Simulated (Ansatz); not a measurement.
# Y on Ru(0001): change of the work function

Aim: the work function of Ru(0001) at several coverages of Y (fcc site), and the dipole that each adsorbate carries.

Method: plane-wave DFT, PBE, Ansatz PAW, in Ansatz 0.2.0.

## (1) The starting structure

The cell holds 4 atoms: 4 Ru. Cell: a = 2.700 Å, b = 2.700 Å, c = 24.415 Å, α = 90.0°, β = 90.0°, γ = 60.0°. Vacuum lies along c.

## (2) The clean slab

The bare slab comes first, as the zero from which every change is counted. The two lowest layers are held at bulk places and the upper ones relax. The dipole correction removes the false field that a one-sided slab makes across the periodic vacuum, so each face gets a flat vacuum level of its own.

input.yaml

```yaml
crystal:
  lattice:
    - [2.7, 0.0, 0.0]
    - [1.35, 2.3382685902, 0.0]
    - [0.0, 0.0, 24.4152]
  atoms:
    - { symbol: Ru, position: [0.6666666667, 0.6666666667, 0.3686228251] }
    - { symbol: Ru, position: [0.0, 0.0, 0.4562076084] }
    - { symbol: Ru, position: [0.6666666667, 0.6666666667, 0.5437923916] }
    - { symbol: Ru, position: [0.0, 0.0, 0.6313771749] }
kpoints:
  mp_grid: { grid: [12, 12, 1] }
hamiltonian:
  xc: pbe
scf:
  occupations: { method: fermi_dirac, width: 0.1 }
  convergence: { dr2_threshold: 1.0e-08 }
efield:
  axis: 3
  dipole_correction: true
  ramp_position: 0.97
  ramp_width: 0.06
relax:
  f_tol: 0.02
  max_steps: 60
  constraints: [{ sites: [0, 1] }]
output:
  write_potential: true
  write_density: true
  volumetric_format: npy
```

On the command line:

```sh
ansatz run input.yaml --threads 4 --pin off --max-ram 16384MiB --backend cpu --events-out ev --progress --plain --runs-dir out
```

Log:

```text
Engine: ansatz 0.2.0, aarch64-unknown-linux-gnu
Pseudopotentials: kind: paw
Pseudopotential: Ru, paw, valence charge 16, recommended cutoff 420 eV (normal), Ru.paw.azcp
Functional definition: PBE
  parameter kappa = 0.804
  parameter beta = 0.066725
  exchange = pbe_x(kappa = kappa, mu = beta*pi^2/3)
  correlation = pbe_c(beta = beta)
Crystal: 4 atoms, lattice volume = 154.141 Å³
Basis set: ecut = 420 eV, 3063 PW (Γ), exchange–correlation on 40×40×360 points (8 copies of the dense FFT grid, shifted against one another)
Bands: 39, of which v1, the nominal top of the filled ones, is band 32 counted from 1 (31 counted from 0)
Symmetry: 6 space group operations
k-points: 19 of 144 (time reversal used)
Non-local potential: Ru, projectors of the file, l = 0: 3, l = 1: 2, l = 2: 2, l = 3: 1
PAW form: soft (Blöchl's): semilocal exchange-correlation on the pseudo side does not see the compensation charge
PAW one-centre angular grid: Ru, 590 points (default); XC on 64 Gauss nodes
Initial density: superposition of atomic densities (neutral atoms: chi_scale 0, normalization atom), corrected by the library's trained network
Initial wavefunctions: pseudopotential atomic-orbital guess
Functional: x = pbe(κ = 0.804, μ = 0.219515), c = pbe(β = 0.066725)
SCF iter   1: F=—  HF=-23512.726011 eV  |F-HF|=—  |Δ(HF+E_count)|=         —  Δρ=8.02e-3  dr2=4.20e-1  ethr=1.77e-3  p=0.000 e·Å  D=2.55e-14 V/Å  ΔV_dip=-0.00 eV  dr2_dipole=4.18e-8  V_vac-E_F(+/−)=4.75/4.75 eV  ⟨swp⟩=7.4  Hψ=3258  notcnv=0
efield: sawtooth ramp at fractional position 0.9700 (set: `efield.ramp_position`, or a place that a band, a saddle search or an elastic batch's reference lends), width 0.0600; the density the first Hamiltonian is built on has a dipole p = 0.000 e·Å; the dipole correction subtracts the counter field D = 2.55e-14 V/Å, which shifts the + side's vacuum level by -0.00 eV against the − side's; the planar-averaged density in the ramp window peaks in size at 5.1e-6 e/Å³
preconditioner: auto → LDOS  [metal: Δε(μ)=0.040 eV  Ē_g=4.722 eV  σ=0.100 eV  W_gap=0.10  n_scr=18 (ndim 8)  ℏωp=16.9 eV  f_vac=0.584  D(μ)=4.50/eV (n_scr^D=16)  β→1.0]
SCF iter   2: F=—  HF=-23512.720745 eV  |F-HF|=—  |Δ(HF+E_count)|=   5.27e-3  Δρ=3.31e-3  dr2=3.80e-2  ethr=6.57e-4  p=-0.000 e·Å  D=-1.91e-5 V/Å  ΔV_dip=0.00 eV  dr2_dipole=4.73e-7  V_vac-E_F(+/−)=5.00/5.00 eV  ⟨swp⟩=1.5  Hψ=919  notcnv=0
SCF iter   3: F=—  HF=-23512.717886 eV  |F-HF|=—  |Δ(HF+E_count)|=   2.86e-3  Δρ=6.79e-4  dr2=8.55e-4  ethr=5.94e-5  p=-0.000 e·Å  D=-7.45e-6 V/Å  ΔV_dip=0.00 eV  dr2_dipole=3.12e-7  V_vac-E_F(+/−)=5.05/5.05 eV  ⟨swp⟩=2.0  Hψ=932  notcnv=0
SCF iter   4: F=—  HF=-23512.717814 eV  |F-HF|=—  |Δ(HF+E_count)|=   7.16e-5  Δρ=1.58e-4  dr2=1.09e-4  ethr=1.34e-6  p=-0.000 e·Å  D=-6.72e-6 V/Å  ΔV_dip=0.00 eV  dr2_dipole=3.71e-8  V_vac-E_F(+/−)=5.07/5.07 eV  ⟨swp⟩=2.1  Hψ=1171  notcnv=0
SCF iter   5: F=—  HF=-23512.717807 eV  |F-HF|=—  |Δ(HF+E_count)|=   7.22e-6  Δρ=5.25e-5  dr2=8.28e-6  ethr=1.71e-7  p=0.000 e·Å  D=1.09e-6 V/Å  ΔV_dip=-0.00 eV  dr2_dipole=6.52e-10  V_vac-E_F(+/−)=5.08/5.08 eV  ⟨swp⟩=2.2  Hψ=1114  notcnv=0
SCF iter   6: F=—  HF=-23512.717808 eV  |F-HF|=—  |Δ(HF+E_count)|=   7.84e-7  Δρ=2.85e-5  dr2=1.76e-6  ethr=1.29e-8  p=-0.000 e·Å  D=-2.98e-6 V/Å  ΔV_dip=0.00 eV  dr2_dipole=1.16e-11  V_vac-E_F(+/−)=5.09/5.09 eV  ⟨swp⟩=3.0  Hψ=1433  notcnv=0
SCF iter   7: F=—  HF=-23512.717807 eV  |F-HF|=—  |Δ(HF+E_count)|=   1.27e-7  Δρ=8.99e-6  dr2=2.28e-7  ethr=2.75e-9  p=0.000 e·Å  D=5.84e-8 V/Å  ΔV_dip=-0.00 eV  dr2_dipole=4.45e-11  V_vac-E_F(+/−)=5.09/5.09 eV  ⟨swp⟩=2.5  Hψ=1217  notcnv=0
SCF iter   8: F=—  HF=-23512.717808 eV  |F-HF|=—  |Δ(HF+E_count)|=   1.93e-7  Δρ=3.54e-6  dr2=2.81e-8  ethr=3.56e-10  p=-0.000 e·Å  D=-1.02e-7 V/Å  ΔV_dip=0.00 eV  dr2_dipole=1.70e-14  V_vac-E_F(+/−)=5.09/5.09 eV  ⟨swp⟩=2.8  Hψ=1346  notcnv=0
SCF iter   9: F=-23512.717808 eV  HF=-23512.717808 eV  |F-HF|=1.65e-9  |Δ(HF+E_count)|=   2.22e-8  Δρ=1.12e-6  dr2=1.93e-9  ethr=1.56e-11  p=-0.000 e·Å  D=-1.49e-7 V/Å  ΔV_dip=0.00 eV  dr2_dipole=2.06e-13  V_vac-E_F(+/−)=5.09/5.09 eV  ⟨swp⟩=10.6  Hψ=5507  notcnv=0
SCF 1 converged in 9 iterations: F = -23512.717808 eV  dr2 = 1.93e-9
  greatest PAW one-centre occupation: 0.998 electrons in one spin orbital (limit 2), on the Ru atom at site 3 (counted from 0), in its partial waves of l = 0
relax step   1: F+E_penalty+E_count = -23512.71780769 eV  Δ(F+E_penalty+E_count) = +0.000e0 eV  max|allowed force component| = 5.365e-1 eV/Å  Δτ_max = 0.0000 Å  (9 SCF iters, accepted)
Initial density: handed on by an earlier stage of this run
Initial wavefunctions: those handed on with the density
iter 1 solved again at ethr=2.79e-4 eV; its pass at ethr=3.10e-3 eV (dr2=1.79e-1 eV) is discarded
SCF iter   1: F=—  HF=-23512.732681 eV  |F-HF|=—  |Δ(HF+E_count)|=         —  Δρ=4.18e-3  dr2=1.61e-1  ethr=2.79e-4  p=-0.000 e·Å  D=-3.92e-8 V/Å  ΔV_dip=0.00 eV  dr2_dipole=5.05e-2  V_vac-E_F(+/−)=5.08/5.08 eV  ⟨swp⟩=1.4  Hψ=2246  notcnv=0
efield: sawtooth ramp at fractional position 0.9700 (set: `efield.ramp_position`, or a place that a band, a saddle search or an elastic batch's reference lends), width 0.0600; the density the first Hamiltonian is built on has a dipole p = -0.000 e·Å; the dipole correction subtracts the counter field D = -3.92e-8 V/Å, which shifts the + side's vacuum level by +0.00 eV against the − side's; the planar-averaged density in the ramp window peaks in size at 1.2e-6 e/Å³
preconditioner: auto → LDOS  [metal: Δε(μ)=0.011 eV  Ē_g=4.777 eV  σ=0.100 eV  W_gap=0.03  n_scr=18 (ndim 8)  ℏωp=16.9 eV  f_vac=0.589  D(μ)=4.80/eV (n_scr^D=18)  β→1.0]
SCF iter   2: F=—  HF=-23512.729634 eV  |F-HF|=—  |Δ(HF+E_count)|=   3.05e-3  Δρ=1.47e-3  dr2=8.73e-3  ethr=2.51e-4  p=0.001 e·Å  D=1.54e-3 V/Å  ΔV_dip=-0.04 eV  dr2_dipole=1.08e-3  V_vac-E_F(+/−)=5.04/5.07 eV  ⟨swp⟩=1.8  Hψ=865  notcnv=0
SCF iter   3: F=—  HF=-23512.729688 eV  |F-HF|=—  |Δ(HF+E_count)|=   5.40e-5  Δρ=1.46e-3  dr2=8.06e-3  ethr=1.36e-5  p=0.002 e·Å  D=1.78e-3 V/Å  ΔV_dip=-0.04 eV  dr2_dipole=1.74e-4  V_vac-E_F(+/−)=5.04/5.08 eV  ⟨swp⟩=2.9  Hψ=1565  notcnv=0
SCF iter   4: F=—  HF=-23512.727755 eV  |F-HF|=—  |Δ(HF+E_count)|=   1.93e-3  Δρ=1.69e-4  dr2=7.46e-5  ethr=1.26e-5  p=0.001 e·Å  D=1.75e-3 V/Å  ΔV_dip=-0.04 eV  dr2_dipole=2.30e-6  V_vac-E_F(+/−)=5.03/5.07 eV  ⟨swp⟩=2.4  Hψ=1137  notcnv=0
SCF iter   5: F=—  HF=-23512.727757 eV  |F-HF|=—  |Δ(HF+E_count)|=   2.03e-6  Δρ=6.38e-5  dr2=1.06e-5  ethr=1.17e-7  p=0.001 e·Å  D=1.73e-3 V/Å  ΔV_dip=-0.04 eV  dr2_dipole=2.00e-7  V_vac-E_F(+/−)=5.03/5.07 eV  ⟨swp⟩=3.2  Hψ=1576  notcnv=0
SCF iter   6: F=—  HF=-23512.727763 eV  |F-HF|=—  |Δ(HF+E_count)|=   5.90e-6  Δρ=2.64e-5  dr2=1.28e-6  ethr=1.66e-8  p=0.001 e·Å  D=1.75e-3 V/Å  ΔV_dip=-0.04 eV  dr2_dipole=6.23e-9  V_vac-E_F(+/−)=5.03/5.07 eV  ⟨swp⟩=2.3  Hψ=1096  notcnv=0
SCF iter   7: F=—  HF=-23512.727764 eV  |F-HF|=—  |Δ(HF+E_count)|=   6.93e-7  Δρ=6.73e-6  dr2=1.28e-7  ethr=2.01e-9  p=0.002 e·Å  D=1.77e-3 V/Å  ΔV_dip=-0.04 eV  dr2_dipole=1.80e-8  V_vac-E_F(+/−)=5.03/5.07 eV  ⟨swp⟩=3.2  Hψ=1481  notcnv=0
SCF iter   8: F=—  HF=-23512.727764 eV  |F-HF|=—  |Δ(HF+E_count)|=   1.54e-7  Δρ=2.57e-6  dr2=1.73e-8  ethr=2.01e-10  p=0.002 e·Å  D=1.76e-3 V/Å  ΔV_dip=-0.04 eV  dr2_dipole=5.74e-11  V_vac-E_F(+/−)=5.03/5.07 eV  ⟨swp⟩=2.6  Hψ=1265  notcnv=0
SCF iter   9: F=-23512.727764 eV  HF=-23512.727764 eV  |F-HF|=1.10e-8  |Δ(HF+E_count)|=   8.54e-8  Δρ=8.42e-7  dr2=1.45e-9  ethr=1.56e-11  p=0.002 e·Å  D=1.77e-3 V/Å  ΔV_dip=-0.04 eV  dr2_dipole=8.76e-11  V_vac-E_F(+/−)=5.03/5.07 eV  ⟨swp⟩=10.9  Hψ=5451  notcnv=0
SCF 2 converged in 9 iterations: F = -23512.727764 eV  dr2 = 1.45e-9
relax step   2: F+E_penalty+E_count = -23512.72776402 eV  Δ(F+E_penalty+E_count) = -9.956e-3 eV  max|allowed force component| = 2.640e-1 eV/Å  Δτ_max = 0.0631 Å  (9 SCF iters, accepted)
SCF iter   1: F=—  HF=-23512.732127 eV  |F-HF|=—  |Δ(HF+E_count)|=         —  Δρ=2.15e-3  dr2=4.13e-2  ethr=5.39e-4  p=0.002 e·Å  D=1.77e-3 V/Å  ΔV_dip=-0.04 eV  dr2_dipole=1.13e-2  V_vac-E_F(+/−)=5.03/5.08 eV  ⟨swp⟩=2.5  Hψ=1222  notcnv=0
efield: sawtooth ramp at fractional position 0.9700 (set: `efield.ramp_position`, or a place that a band, a saddle search or an elastic batch's reference lends), width 0.0600; the density the first Hamiltonian is built on has a dipole p = 0.002 e·Å; the dipole correction subtracts the counter field D = 1.77e-3 V/Å, which shifts the + side's vacuum level by -0.04 eV against the − side's; the planar-averaged density in the ramp window peaks in size at 1.5e-6 e/Å³
preconditioner: auto → LDOS  [metal: Δε(μ)=0.014 eV  Ē_g=4.748 eV  σ=0.100 eV  W_gap=0.03  n_scr=18 (ndim 8)  ℏωp=16.9 eV  f_vac=0.586  D(μ)=4.73/eV (n_scr^D=18)  β→1.0]
SCF iter   2: F=—  HF=-23512.731430 eV  |F-HF|=—  |Δ(HF+E_count)|=   6.97e-4  Δρ=7.28e-4  dr2=2.45e-3  ethr=6.45e-5  p=0.001 e·Å  D=1.56e-3 V/Å  ΔV_dip=-0.04 eV  dr2_dipole=5.81e-4  V_vac-E_F(+/−)=5.04/5.08 eV  ⟨swp⟩=1.3  Hψ=911  notcnv=0
SCF iter   3: F=—  HF=-23512.731343 eV  |F-HF|=—  |Δ(HF+E_count)|=   8.72e-5  Δρ=6.75e-4  dr2=1.60e-3  ethr=3.83e-6  p=0.001 e·Å  D=1.09e-3 V/Å  ΔV_dip=-0.03 eV  dr2_dipole=1.21e-4  V_vac-E_F(+/−)=5.05/5.07 eV  ⟨swp⟩=3.1  Hψ=1548  notcnv=0
SCF iter   4: F=—  HF=-23512.731020 eV  |F-HF|=—  |Δ(HF+E_count)|=   3.23e-4  Δρ=9.48e-5  dr2=2.67e-5  ethr=2.50e-6  p=0.001 e·Å  D=1.20e-3 V/Å  ΔV_dip=-0.03 eV  dr2_dipole=7.96e-8  V_vac-E_F(+/−)=5.05/5.07 eV  ⟨swp⟩=2.0  Hψ=1076  notcnv=0
SCF iter   5: F=—  HF=-23512.731020 eV  |F-HF|=—  |Δ(HF+E_count)|=   6.03e-7  Δρ=2.91e-5  dr2=1.95e-6  ethr=4.17e-8  p=0.001 e·Å  D=1.21e-3 V/Å  ΔV_dip=-0.03 eV  dr2_dipole=2.55e-7  V_vac-E_F(+/−)=5.04/5.07 eV  ⟨swp⟩=3.1  Hψ=1467  notcnv=0
SCF iter   6: F=—  HF=-23512.731025 eV  |F-HF|=—  |Δ(HF+E_count)|=   4.88e-6  Δρ=1.06e-5  dr2=2.20e-7  ethr=3.05e-9  p=0.001 e·Å  D=1.21e-3 V/Å  ΔV_dip=-0.03 eV  dr2_dipole=2.08e-9  V_vac-E_F(+/−)=5.05/5.07 eV  ⟨swp⟩=2.2  Hψ=1072  notcnv=0
SCF iter   7: F=—  HF=-23512.731026 eV  |F-HF|=—  |Δ(HF+E_count)|=   3.04e-7  Δρ=3.59e-6  dr2=4.54e-8  ethr=3.44e-10  p=0.001 e·Å  D=1.20e-3 V/Å  ΔV_dip=-0.03 eV  dr2_dipole=5.43e-9  V_vac-E_F(+/−)=5.05/5.07 eV  ⟨swp⟩=2.9  Hψ=1360  notcnv=0
SCF iter   8: F=-23512.731026 eV  HF=-23512.731026 eV  |F-HF|=2.10e-8  |Δ(HF+E_count)|=   4.07e-8  Δρ=1.12e-6  dr2=4.97e-9  ethr=1.56e-11  p=0.001 e·Å  D=1.20e-3 V/Å  ΔV_dip=-0.03 eV  dr2_dipole=1.47e-10  V_vac-E_F(+/−)=5.05/5.08 eV  ⟨swp⟩=10.9  Hψ=5658  notcnv=0
SCF 3 converged in 8 iterations: F = -23512.731026 eV  dr2 = 4.97e-9
relax step   3: F+E_penalty+E_count = -23512.73102571 eV  Δ(F+E_penalty+E_count) = -3.262e-3 eV  max|allowed force component| = 1.726e-2 eV/Å  Δτ_max = 0.0292 Å  (8 SCF iters, accepted)
NSCF: frozen V_eff on 19 k-points
the band table was solved once a step of the walk had ended and its energy, with any forces and stress, was formed, with the checks that follow a solve (3207 applications of the Hamiltonian). They found nothing against the state; the energy, forces and stress were not computed again (output.eigenvalues in the input reference)
WARN: The input density's exchange-correlation potential varies sharply where the density is thin. Do not read a vacuum level from v_tot or v_xc, or from such a field of the output density. On a cell that repeats whose density bears no net charge and no dipole along the vacuum's axis use v_es (v_loc + v_h of the components); under efield.dipole_correction with no amplitude use v_es + v_field, which holds any external [...]
SCF converged after 8 iterations
Free energy (F): -23512.731026 eV
Harris-Foulkes:  -23512.731026 eV  (|F-HF|=2.10e-8)
Internal energy: -23512.573717 eV  (E = F + TS)
E sigma→0 (E₀):  -23512.652371 eV
Entropy (-TS):   -0.157309 eV (-39.327 meV/atom)
Fermi energy:    5.070094 eV
Dipole field:    D = 0.001218 V/Å  (p = 0.001038 e·Å, saw-weighted, corrected)
Work function:   Φ+ = 5.0457 eV   Φ− = 5.0754 eV
Levels:          The Fermi level and band energies are counted from a zero that moves with the ramp; work functions are not
--- Per-component energies (eV) ---
  E_band       = -1382.396250
  E_kinetic    = 2053.424202
  E_local      = -108450.119539  (includes V_loc(G=0)·N_el)
  E_nonlocal   = 1374.134429
  E_hartree    = 52740.331170
  E_xc         = -759.224491
  E_vxc        = -952.769082  (∫ρ·V_xc dr)
  E_paw        = -13843.557206  (= ΣΔE_a)
  E_vpaw       = -887.740778  (= ΣTr[D̂ρ^β])
  E_aug_tail   = -0.000773  (compensation charges beyond the density's cutoff)
  E_efield     = 0.000001  (sawtooth field / dipole correction)
  E_vefield    = 0.000284  (∫n·V_field dr)
  E_ewald      = 43372.438490
  E_smearing   = -0.157309  (= −TS)
  E_closure    = -0.000000  (closes the sum)
  Σ components = -23512.731026   (vs F -23512.731026, Δ=0.00e0)
--- Forces (eV/Å), atoms counted from 1 ---
  atom   1  Ru     0.00000000    -0.00000000     0.47191100
  atom   2  Ru    -0.00000000     0.00000000    -0.45864794
  atom   3  Ru    -0.00000000    -0.00000000    -0.01725956
  atom   4  Ru    -0.00000000    -0.00000000     0.00398370
  max |Σ_I F_I| component: 1.28e-5 eV/Å
--- Band table (eV; the first three rows and the last of 19) ---
  k-point 0: bands = [... 28 lower, 3.1032, 3.1032, 3.3035, 4.2564, 4.2564, 5.1708, 5.2356, 5.2356, ... 3 higher]
  k-point 1: bands = [... 28 lower, 3.1352, 3.2707, 3.3655, 4.0857, 4.2001, 4.6895, 4.9614, 5.1771, ... 3 higher]
  k-point 2: bands = [... 28 lower, 3.2004, 3.4733, 3.6256, 3.7607, 4.0789, 4.3168, 4.8058, 5.0858, ... 3 higher]
  k-point 18: bands = [... 28 lower, 3.0217, 3.8651, 4.4540, 5.7029, 5.7380, 5.7613, 6.1990, 6.2368, ... 3 higher]
--- Relaxed structure (3 steps of the walk, 3 accepted, 0 SCFs on fresh bases) ---
  F+E_penalty+E_count = -23512.73102571 eV   max|allowed force component| = 1.726e-2 eV/Å
  atoms:
    - { symbol: Ru, position: [0.666667, 0.666667, 0.3686228251] }
    - { symbol: Ru, position: [0.0, 0.0, 0.456208] }
    - { symbol: Ru, position: [0.666667, 0.666667, 0.544587] }
    - { symbol: Ru, position: [-1.393648e-18, 0, 0.629989] }
```

Run time: 9 s. Hardware: 4 threads of Arm Neoverse V1, shared host; peak memory 0.46 GiB.

Reading the cycles: dr2 is the Hartree energy of the density residual (eV), the measure of convergence; HF is the Harris–Foulkes estimate of the energy, which meets the free energy F at convergence.

The steps of the relaxation:

```tsv
step	energy less that of the first step (eV)	largest force component (eV/Å)
1	0.0000	0.5365
2	-0.0100	0.2640
3	-0.0132	0.0173
```

The run keeps the 6 symmetry operations that the program found, so distortions that break them were not tested.

The atoms that moved most (Å):

```tsv
atom	dx	dy	dz	length
Ru4	0.000	0.000	-0.034	0.034
Ru3	0.000	0.000	0.019	0.019
```

The relaxed structure:

```xyz
4
Lattice="2.7000 0.0000 0.0000 1.3500 2.3383 0.0000 0.0000 0.0000 24.4152" Properties=species:S:1:pos:R:3
Ru    2.7000    1.5588    9.0000
Ru    0.0000    0.0000   11.1384
Ru    2.7000    1.5588   13.2962
Ru    0.0000    0.0000   15.3813
```

Numbers from this step:

```
energy at zero smearing        : -23512.6524 eV
work function, upper face      : 5.046 eV
work function, lower face      : 5.075 eV
dipole along the normal        : 0.001038 e·Å
step between the vacuum levels : -0.02975 eV
```

Running mean over 2.138 Å of the planar mean; the ramp of the sawtooth is left out. The electron's electrostatic potential energy less the Fermi level by z:

z (Å), electron's electrostatic potential energy less the Fermi level (eV) and a bar from the least value:
```
      3.0        5.1 ##############################
      3.5        5.1 ##############################
      4.0        5.1 ##############################
      4.5        5.1 ##############################
      5.0        5.1 ##############################
      5.5        5.0 ##############################
      6.0        5.0 ##############################
      6.5        4.8 ##############################
      7.0        3.9 ############################
      7.5        0.7 ########################
      8.0       -6.3 #############
      8.5      -12.3 #####
      9.0      -14.2 ##
      9.5      -14.5 #
     10.0      -14.6 #
     10.5      -14.7 #
     11.0      -14.8 #
     11.5      -14.8 #
     12.0      -14.6 #
     12.5      -14.7 #
     13.0      -14.9 #
     13.5      -15.0 #
     14.0      -15.4 
     14.5      -15.4 
     15.0      -14.8 #
     15.5      -14.1 ##
     16.0      -11.4 ######
     16.5       -4.5 ################
     17.0        1.8 #########################
     17.5        4.2 #############################
     18.0        4.8 ##############################
     18.5        5.0 ##############################
     19.0        5.0 ##############################
     19.5        5.0 ##############################
     20.0        5.0 ##############################
     20.5        5.0 ##############################
     21.0        5.0 ##############################
```

The relaxation took 3 steps and lowered the energy by 0.013 eV; the largest force on the free atoms ends at 0.017 eV/Å.

The work function of the upper face is 5.05 eV.

(Continued in part 2 of 3.)

[Long decimals in the printed logs are rounded to 6 places.]

[Logs are printed without paths, hosts, clocks, repeated set-up lines and the standing remarks that a program may print on its own settings, such as how far it seeks lower states.]

[Hosts, paths, dates, database ids (printed as entryN), source tags and the programs' standing remarks are cut or masked in the printed files.]

[Maps of the electrostatic potential energy from Ansatz leave out the sawtooth potential of an applied field or a dipole correction, so their vacuum need not be flat; planar profiles and work functions include it.]
